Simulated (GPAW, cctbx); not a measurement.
## What do these deviations say about the bonding?

CdGa2, Imma (no. 74), a = 4.7572 Å, b = 6.7989 Å, c = 7.8252 Å, α = 90.00°, β = 90.00°, γ = 90.00°.

```csv
atom,mult.,x,y,z
Cd1,4,0,3/4,0.9419
Ga1,8,1/2,0.4444,0.8379
```

The cell comes from substitution in a known structure type and wasn't matched to any measured phase.

Absolute values of the static structure factors of the conventional cell from DFT (PBE, GPAW) against free spherical atoms, in electrons:

```
hkl  d (Å)  free atoms  crystal
011  5.132        2.94     3.23
101  4.065       45.92    45.33
002  3.913       29.57    29.11
020  3.400        3.62     3.07
112  2.761      169.36   169.17
121  2.608      228.19   227.83
022  2.566      186.00   185.64
013  2.435      131.27   131.09
200  2.379      349.32   348.70
103  2.287      262.37   261.64
```

**Question.** Which way does charge move, and which reflections show it best?

Project each element's phase sum on the total phase. |F| rises if density moves to atoms that scatter in phase and falls if it moves to atoms that scatter against it; the rule is for low angles, since changes of shape take over beyond. Where all elements are in phase the terms compete, and the compactness of the donor's and the acceptor's density matters too.

| hkl | Cd in phase | Ga in phase | change (e) | (%) |
| --- | --- | --- | --- | --- |
| 011 | -1.4 | +2.3 | +0.29 | +9.8 |
| 101 | +3.7 | -4.2 | -0.59 | -1.3 |
| 002 | +3.0 | -3.6 | -0.46 | -1.5 |
| 020 | +4.0 | -6.1 | -0.56 | -15.3 |
| 112 | +2.7 | +2.4 | -0.19 | -0.1 |
| 121 | +3.7 | +3.2 | -0.36 | -0.2 |
| 022 | +3.0 | +2.8 | -0.36 | -0.2 |
| 013 | +3.6 | -0.2 | -0.18 | -0.1 |

Low-angle reflections that set elements apart and change by more than 0.05 e: 011, 101, 002, 020 and 013. The signs fit a gain of density on Ga and a loss on Cd. The best witness is 020, -15.3 %, where Ga enters with -6.1. The real-space density agrees: Voronoi charges Cd +0.20, Ga -0.10 e. The shortest bond, Ga–Ga, has Δρ = +0.04 e/Å³ at its midpoint.

[Outputs are excerpts: Python notices, other lines and further rows are left out; steps that failed or that the build refused (PBEsol, TPSS) are not shown.]

[Logs are printed without paths, hosts, clocks, repeated set-up lines and the standing remarks that a program may print on its own settings, such as how far it seeks lower states.]
